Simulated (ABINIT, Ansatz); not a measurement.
# Quasiparticle gap of K2LiScF6 (Fm-3m) in ABINIT

Wanted: ground state, empty states, screening and self-energy for K2LiScF6 (Fm-3m).

Program: ABINIT 10.8.3. Level of theory: LDA and many-body steps on it, plane waves. Results are calculated unless marked as measured.

## 1. Set-up

Symmetry: Fm-3m, No. 225, cubic system. The conventional cell has a = 8.290 Å, b = 8.290 Å, c = 8.290 Å, α = 90.00°, β = 90.00°, γ = 90.00°. Nearest to K lie 12 F at 2.93 Å. Li has 6 F at 2.11 Å nearest. Nearest to Sc lie 6 F at 2.04 Å. Nearest to F lie 1 Sc at 2.04 Å and 1 Li at 2.11 Å and 4 K at 2.93 Å. Farther neighbours and most contacts between anions are not listed.

The cell and positions are those that the Materials Project relaxed with its own functionals (PBE, PBE+U or r2SCAN), kept fixed.

## 2. Ground state

This step: ABINIT 10.8.3; DFT, LDA, plane waves, norm-conserving pseudopotentials.

The ground-state density comes first.

Contents of run.abi:

```
acell 3*1.0 Angstrom
rprim 
  -0.000000000000 4.144804000000 4.144804000000
  4.144804000000 -0.000000000000 4.144804000000
  4.144804000000 4.144804000000 -0.000000000000
ntypat 4
znucl 19 3 21 9
natom 10
typat 1 1 2 3 4 4 4 4 4 4
xred 
  0.250000000000 0.250000000000 0.250000000000
  0.750000000000 0.750000000000 0.750000000000
  0.500000000000 0.500000000000 0.500000000000
  -0.000000000000 -0.000000000000 -0.000000000000
  0.245587000000 0.245587000000 0.754413000000
  0.245587000000 0.754413000000 0.754413000000
  0.754413000000 0.754413000000 0.245587000000
  0.245587000000 0.754413000000 0.245587000000
  0.754413000000 0.245587000000 0.754413000000
  0.754413000000 0.245587000000 0.245587000000
pp_dirpath "pseudos"
pseudos "K.upf, Li.upf, Sc.upf, F.upf"
ecut 36
ngkpt 4 4 4
nshiftk 1
shiftk 0 0 0
kptopt 1
chksymbreak 0
nband 46
occopt 1
tolvrs 1e-10
nstep 60
prtwf 0
optforces 0
optstress 0
indata_prefix "in"
outdata_prefix "out"
tmpdata_prefix "tmp"
```

Run with:

```bash
OMP_NUM_THREADS=1 mpirun -n 4 abinit run.abi > log
```

Numbers of over 12 decimals in the logs are rounded to 6 here.

Log:

```text
.Version 10.8.3 of ABINIT. v10.8.2 released Aug 2026.

 Symmetries : space group Fm -3 m (#225); Bravais cF (face-center cubic)
================================================================================
 Values of the parameters that define the memory need of the present run
     intxc =       0    ionmov =       0      iscf =       7    lmnmax =       6
     lnmax =       6     mgfft =      60  mpssoang =       3    mqgrid =    3001
     natom =      10  nloc_mem =       1    nspden =       1   nspinor =       1
    nsppol =       1      nsym =      48    n1xccc =    2501    ntypat =       4
    occopt =       1   xclevel =       1
-    mband =          46        mffmem =           1         mkmem =           2
       mpw =        9964          nfft =      216000          nkpt =           8
================================================================================
  Rough estimation (10% accuracy) of disk space for files :
================================================================================

--------------------------------------------------------------------------------
------------- Echo of variables that govern the present computation ------------
--------------------------------------------------------------------------------
 -outvars: echo values of preprocessed input variables --------
            acell      1.8897261259E+00  1.8897261259E+00  1.8897261259E+00 Bohr

      chksymbreak           0
             ecut      3.60000000E+01 Hartree
-          fftalg         312

              ixc       -1012
              kpt      0.00000000E+00  0.00000000E+00  0.00000000E+00
                       2.50000000E-01  0.00000000E+00  0.00000000E+00
                       5.00000000E-01  0.00000000E+00  0.00000000E+00
                       2.50000000E-01  2.50000000E-01  0.00000000E+00
                       5.00000000E-01  2.50000000E-01  0.00000000E+00
                      -2.50000000E-01  2.50000000E-01  0.00000000E+00
                       5.00000000E-01  5.00000000E-01  0.00000000E+00
                      -2.50000000E-01  5.00000000E-01  2.50000000E-01
         kptrlatt        4    0    0      0    4    0      0    0    4
          kptrlen      4.43075621E+01
P           mkmem           2
            natom          10
            nband          46
            ngfft          60      60      60
             nkpt           8
            nstep          60
             nsym          48
           ntypat           4
              occ      2.000000  2.000000  2.000000  2.000000  2.000000  2.000000
                       2.000000  2.000000  2.000000  2.000000  2.000000  2.000000
                       2.000000  2.000000  2.000000  2.000000  2.000000  2.000000
                       2.000000  2.000000  2.000000  2.000000  2.000000  2.000000
                       2.000000  2.000000  2.000000  2.000000  2.000000  2.000000
                       2.000000  2.000000  2.000000  2.000000  2.000000  2.000000
                       2.000000  0.000000  0.000000  0.000000  0.000000  0.000000
                       0.000000  0.000000  0.000000  0.000000
        optforces           0
        optstress           0
            prtwf           0
            rprim     -0.0000000000E+00  4.1448040000E+00  4.1448040000E+00
                       4.1448040000E+00 -0.0000000000E+00  4.1448040000E+00
                       4.1448040000E+00  4.1448040000E+00 -0.0000000000E+00
          spgroup         225

           tolvrs      1.00000000E-10

             xred      2.5000000000E-01  2.5000000000E-01  2.5000000000E-01
                       7.5000000000E-01  7.5000000000E-01  7.5000000000E-01
[...]
znucl       19.00000    3.00000   21.00000    9.00000

================================================================================

 chkinp: Checking input parameters for consistency.

================================================================================
== DATASET  1 ==================================================================
-   mpi_nproc: 4, omp_nthreads: 1 (-1 if OMP is not activated)

--- !DatasetInfo
iteration_state: {dtset: 1, }
dimensions: {natom: 10, nkpt: 8, mband: 46, nsppol: 1, nspinor: 1, nspden: 1, mpw: 9964, }
cutoff_energies: {ecut:  36.0, pawecutdg:  -1.0, }
electrons: {nelect:   7.40000000E+01, charge:   0.00000000E+00, occopt:   1.00000000E+00, tsmear:   1.00000000E-02, }

 Real(R)+Recip(G) space primitive vectors, cartesian coordinates (Bohr,Bohr^-1):
 R(1)=  0.0000000  7.8325444  7.8325444  G(1)= -0.0638362  0.0638362  0.0638362
 R(2)=  7.8325444  0.0000000  7.8325444  G(2)=  0.0638362 -0.0638362  0.0638362
 R(3)=  7.8325444  7.8325444  0.0000000  G(3)=  0.0638362  0.0638362 -0.0638362
 Unit cell volume ucvol=  9.6103365E+02 bohr^3
 Angles (23,13,12)=  6.00000000E+01  6.00000000E+01  6.00000000E+01 degrees

 getcut: wavevector=  0.0000  0.0000  0.0000  ngfft=  60  60  60
         ecut(hartree)=     36.000   => boxcut(ratio)=   2.00547

--- Pseudopotential description ------------------------------------------------
- K Generated using ONCVPSP code by D. R. Hamann
- 19.00000   9.00000  180309                  znucl, zion, pspdat
12 -1012 2 -1 2170                            pspcod,pspxc,lmax,lloc,mmax
     nproj     2     2     2
  pspatm : epsatm=    8.21740868
         --- l  ekb(1:nproj) -->
[...]
-  9.00000   7.00000  201202                  znucl, zion, pspdat
12 -1012 2 -1 824                             pspcod,pspxc,lmax,lloc,mmax
     nproj     2     2     1
  pspatm : epsatm=    4.94580260
         --- l  ekb(1:nproj) -->
[...]
2   -2.364936
 pspatm: atomic psp has been read  and splines computed

   4.61647550E+03                                ecore*ucvol(ha*bohr**3)
--------------------------------------------------------------------------------

_setup2: Arith. and geom. avg. npw (full set) are    9918.766    9918.732

================================================================================

--- !BeginCycle
iteration_state: {dtset: 1, }
solver: {iscf: 7, nstep: 60, nline: 4, wfoptalg: 0, }
tolerances: {tolvrs: 1.00E-10, }

     iter   Etot(hartree)      deltaE(h)  residm     vres2
 ETOT  1  -263.03694746732    -2.630E+02 9.281E-02 1.321E+03
 ETOT  2  -263.04630483907    -9.357E-03 3.047E-02 1.459E+03
 ETOT  3  -263.48973058487    -4.434E-01 6.225E-03 1.158E+02
 ETOT  4  -263.50619902444    -1.647E-02 1.010E-02 6.647E+00
 ETOT  5  -263.50710213515    -9.031E-04 2.637E-03 5.911E-01
 ETOT  6  -263.50721773075    -1.156E-04 4.313E-03 1.112E-02
 ETOT  7  -263.50721826175    -5.310E-07 6.641E-04 1.072E-03
 ETOT  8  -263.50721841014    -1.484E-07 8.636E-04 1.189E-05
 ETOT  9  -263.50721841118    -1.038E-09 9.021E-04 2.233E-06
 ETOT 10  -263.50721841142    -2.489E-10 1.486E-03 1.113E-08
 ETOT 11  -263.50721841143    -1.035E-11 9.088E-04 2.405E-10
 ETOT 12  -263.50721841141     2.325E-11 1.097E-03 7.522E-12

 At SCF step   12       vres2   =  7.52E-12 < tolvrs=  1.00E-10 =>converged.

--- !ResultsGS
iteration_state: {dtset: 1, }
comment   : Summary of ground state results
lattice_vectors:
- [ -0.0000000,   7.8325444,   7.8325444, ]
- [  7.8325444,  -0.0000000,   7.8325444, ]
- [  7.8325444,   7.8325444,  -0.0000000, ]
lattice_lengths: [  11.07689,   11.07689,   11.07689, ]
lattice_angles: [ 60.000,  60.000,  60.000, ] # degrees, (23, 13, 12)
lattice_volume:   9.6103365E+02
convergence: {deltae:  2.325E-11, res2:  7.522E-12, residm:  1.097E-03, diffor:  0.000E+00, }
etotal    :  -2.63507218E+02
entropy   :   0.00000000E+00
fermie    :  -1.58180315E-02
cartesian_stress_tensor: null
pressure_GPa: null
xred      :
- [  2.5000E-01,   2.5000E-01,   2.5000E-01,  K]
- [  7.5000E-01,   7.5000E-01,   7.5000E-01,  K]
- [  5.0000E-01,   5.0000E-01,   5.0000E-01, Li]
- [  0.0000E+00,   0.0000E+00,   0.0000E+00, Sc]
- [  2.4559E-01,   2.4559E-01,   7.5441E-01,  F]
- [  2.4559E-01,   7.5441E-01,   7.5441E-01,  F]
- [  7.5441E-01,   7.5441E-01,   2.4559E-01,  F]
- [  2.4559E-01,   7.5441E-01,   2.4559E-01,  F]
- [  7.5441E-01,   2.4559E-01,   7.5441E-01,  F]
- [  7.5441E-01,   2.4559E-01,   2.4559E-01,  F]
cartesian_forces: null
force_length_stats: {min: null, max: null, mean: null, }

 Integrated electronic density in atomic spheres:
 ------------------------------------------------
 Atom  Sphere_radius  Integrated_density
[...]
================================================================================

 ----iterations are completed or convergence reached----

 Mean square residual over all n,k,spin=   51.982E-07; max=  10.974E-04
 reduced coordinates (array xred) for   10 atoms
[...]
0.245587000000      0.754413000000      0.754413000000
       0.754413000000      0.754413000000      0.245587000000
       0.245587000000      0.754413000000      0.245587000000
       0.754413000000      0.245587000000      0.754413000000
       0.754413000000      0.245587000000      0.245587000000
 rms dE/dt=  0.0000E+00; max dE/dt=  0.0000E+00; dE/dt below (all hartree)
    1       0.000000000000      0.000000000000      0.000000000000
    2       0.000000000000      0.000000000000      0.000000000000
    3       0.000000000000      0.000000000000      0.000000000000
    4       0.000000000000      0.000000000000      0.000000000000
    5       0.000000000000      0.000000000000      0.000000000000
    6       0.000000000000      0.000000000000      0.000000000000
    7       0.000000000000      0.000000000000      0.000000000000
    8       0.000000000000      0.000000000000      0.000000000000
    9       0.000000000000      0.000000000000      0.000000000000
[...]
cartesian coordinates (angstrom) at end:
[...]
6      6.253788     4.144804     4.144804
    7      4.144804     4.144804     6.253788
    8      4.144804     2.035820     4.144804
    9      4.144804     6.253788     4.144804
   10      2.035820     4.144804     4.144804
 length scales=  1.889726125908  1.889726125908  1.889726125908 bohr
              =  1.000000000000  1.000000000000  1.000000000000 angstroms
 prteigrs : about to open file out_EIG
 Fermi (or HOMO) energy (hartree) =  -0.01582   Average Vxc (hartree)=  -0.36554
 Eigenvalues (hartree) for nkpt=   8  k points:
 kpt#   1, nband= 46, wtk=  0.01563, kpt=  0.0000  0.0000  0.0000 (reduced coord)
  -1.68390   -1.48086   -0.94878   -0.94747   -0.91817   -0.91817   -0.91817   -0.72250
  -0.71040   -0.71040   -0.69959   -0.69959   -0.69959   -0.35401   -0.35401   -0.35401
  -0.34883   -0.34883   -0.34883   -0.10899   -0.07839   -0.07839   -0.07839   -0.07601
  -0.07601   -0.07601   -0.07416   -0.07416   -0.03568   -0.03568   -0.03568   -0.02571
  -0.02571   -0.02571   -0.01582   -0.01582   -0.01582    0.23229    0.23229    0.23229
   0.24122    0.31711    0.31711    0.35036    0.35486    0.35816
 prteigrs : prtvol=0 or 1, do not print more k-points.

--- !EnergyTerms
iteration_state     : {dtset: 1, }
comment             : Components of total free energy in Hartree
kinetic             :  1.39731602485359E+02
hartree             :  7.33133128442983E+01
xc                  : -5.45435719571022E+01
Ewald energy        : -1.69101875956863E+02
psp_core            :  4.80365647766828E+00
local_psp           : -2.47954656990466E+02
non_local_psp       : -9.75568531430621E+00
total_energy        : -2.63507218411411E+02
total_energy_eV     : -7.17039669879699E+03
band_energy         : -3.03199942967063E+01

== END DATASET(S) ==============================================================
================================================================================

 -outvars: echo values of variables after computation  --------
           etotal     -2.6350721841E+02
            nband          46
             nkpt           8
          spgroup         225
 [... the other variables as echoed above ...]

 Calculation completed.
```

Wall time 93 s (4 MPI ranks of Arm Neoverse N1, shared host); peak memory 0.5 GiB; 6.2 min of CPU time.

This step gave:

```yaml
total_energy: -7170.3967 eV
gap: 6.751 eV
k_of_the_valence_top: 0, 0, 0
k_of_the_conduction_bottom: 0, 0, 0
least_direct_gap: 6.751 eV
```

The gap is direct, at Γ.

[end of part 1 of 3]

[Paths, hosts, dates, memory and timing lines, banners, echoed tables and standing remarks are left out of the program output.]

[Logs are printed without paths, hosts, clocks, repeated set-up lines and the standing remarks that a program may print on its own settings, such as how far it seeks lower states.]

[Runs of the session that timed out or met a known fault of the program may be left out.]

[Hosts, paths, dates, database ids (printed as entryN), source tags and the programs' standing remarks are cut or masked in the printed files.]

[G0W0 gaps are taken among the corrected bands and points alone; a level outside them can change the order at an edge.]

[Where Ansatz stands beside ABINIT at settings called matched, ABINIT's density can come from a denser mesh and the files from another edition; pairs whose starting gaps differed by over 0.03 eV were left out, so agreement reads better than it is.]
